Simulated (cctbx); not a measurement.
# Lattice, Laue class and space group of a new crystal

Cell: a = 5.3480 Å, b = 5.3480 Å, c = 5.3480 Å, α = 90.00°, β = 90.00°, γ = 90.00°. Expected content of the cell: Tl1 Br3 Mg1.

The data are simulated with cctbx, not measured: Mo Kα, λ = 0.71073 Å, to d = 0.75 Å, 95 % of the full sphere, strongest reflection 5000 counts, noise from counting, a 6 % proportional error and a noise floor of 4 counts (s.d.); no absorption.

Tests on the unmerged data give:

```text
1423 reflections to d = 0.756 A
centring   violations  <I/sigma> of those
    A        738 of   738      9.0
    B        728 of   728      9.0
    C        732 of   732      9.0
    I        702 of   702      9.5
    R        951 of   951     10.4
    F       1099 of  1099      9.0
Laue class    unique    Rint  (classes that these axes allow; Friedel mates merged)
P -1              750   0.044
P 1 2/m 1         419   0.052
P 1 1 2/m         419   0.051
P 2/m 1 1         419   0.051
P m m m           253   0.055
P 4/m             213   0.055
P 4/m m m         143   0.056
R -3 :R           253   0.054
R -3 m :R         156   0.056
P m -3             87   0.058
P m -3 m           60   0.058
space group    extra absences  I>4sigma  <I/sigma>
P 4 3 2                 0          0         -  acentric
P -4 3 m                0          0         -  acentric
P m -3 m                0          0         -  centric
Wilson B = 1.04 A^2   <|E^2-1|> = 0.763 (0.968 centric, 0.736 acentric)   E^2>4: 0.0 %
shell (A)         n   <I/sigma>
 5.35 - 1.29     17     45.4
 1.29 - 1.03     13     52.0
 1.03 - 0.90      9     49.7
 0.90 - 0.81     11     49.6
 0.81 - 0.76     10     42.6
```

**Question.** What are the lattice type, the Laue class and the likely space group?

Every centring test has many violations, so the lattice is primitive.

Rint stays low (0.044 to 0.058) up to P m -3 m, the highest class in these axes.

3 settings pass the absence test. No glide or screw absences show, which leaves P 4 3 2, P -4 3 m and P m -3 m.

⟨|E²−1|⟩ = 0.763 leans to a non-centrosymmetric structure. Here that hint misleads: the statistic assumes many like atoms on general positions, and few, heavy or special-position atoms break it. The Wilson B of 1.04 Å² means U ≈ 0.0132 Å².

The true group is Pm-3m (no. 221), Laue class m-3m, centrosymmetric. The tables only narrow the choice to the tied entries; cell content, site symmetry and trial solutions must settle it.

This is a model crystal, built by substitution and not relaxed, with assumed displacement parameters.

[Logs are printed without paths, hosts, clocks, repeated set-up lines and the standing remarks that a program may print on its own settings, such as how far it seeks lower states.]
